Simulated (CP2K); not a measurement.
Two runs for the C K edge of fluoroacetonitrile. Run A: CP2K XAS_TDP, all-electron GAPW, PBEh(45%), aug-cc-pVTZ, TDA, no relativity. Run B differs in one setting.

First lines with a strength over 0.0015. A:

```tsv
atom	energy (eV)	states	strength, one atom
C2 (bonded to C and N)	281.67	1	0.0459
	282.13	1	0.0581
	286.36	1	0.0135
	287.22	1	0.0074
	287.75	1	0.0046
C3 (bonded to C, F and 2 H)	284.65	1	0.0409
	286.78	1	0.0139
	287.00	1	0.0033
	288.13	1	0.0188
	288.36	1	0.0474
```

B:

```tsv
atom	energy (eV)	states	strength, one atom
C2 (bonded to C and N)	287.02	1	0.0451
	287.49	1	0.0570
	291.71	1	0.0133
	292.57	1	0.0072
	293.10	1	0.0045
C3 (bonded to C, F and 2 H)	290.28	1	0.0401
	292.40	1	0.0136
	292.63	1	0.0033
	293.75	1	0.0185
	293.99	1	0.0465
```

Q: Which was it: GW2X switched on, the basis, scalar relativity switched on, the functional?

GW2X switched on. GW2X shifts an atom's lines together and keeps their spacings. Against PBEh(45%) in aug-cc-pVTZ, the leading lines move by +5.35 eV (C2, to 287.02) and +5.63 eV (C3, to 290.28).

[Banner, clock and machine lines of the logs are left out without a mark of their own.]

[Logs are printed without paths, hosts, clocks, repeated set-up lines and the standing remarks that a program may print on its own settings, such as how far it seeks lower states.]

[Hosts, paths, dates, database ids (printed as entryN), source tags and the programs' standing remarks are cut or masked in the printed files.]
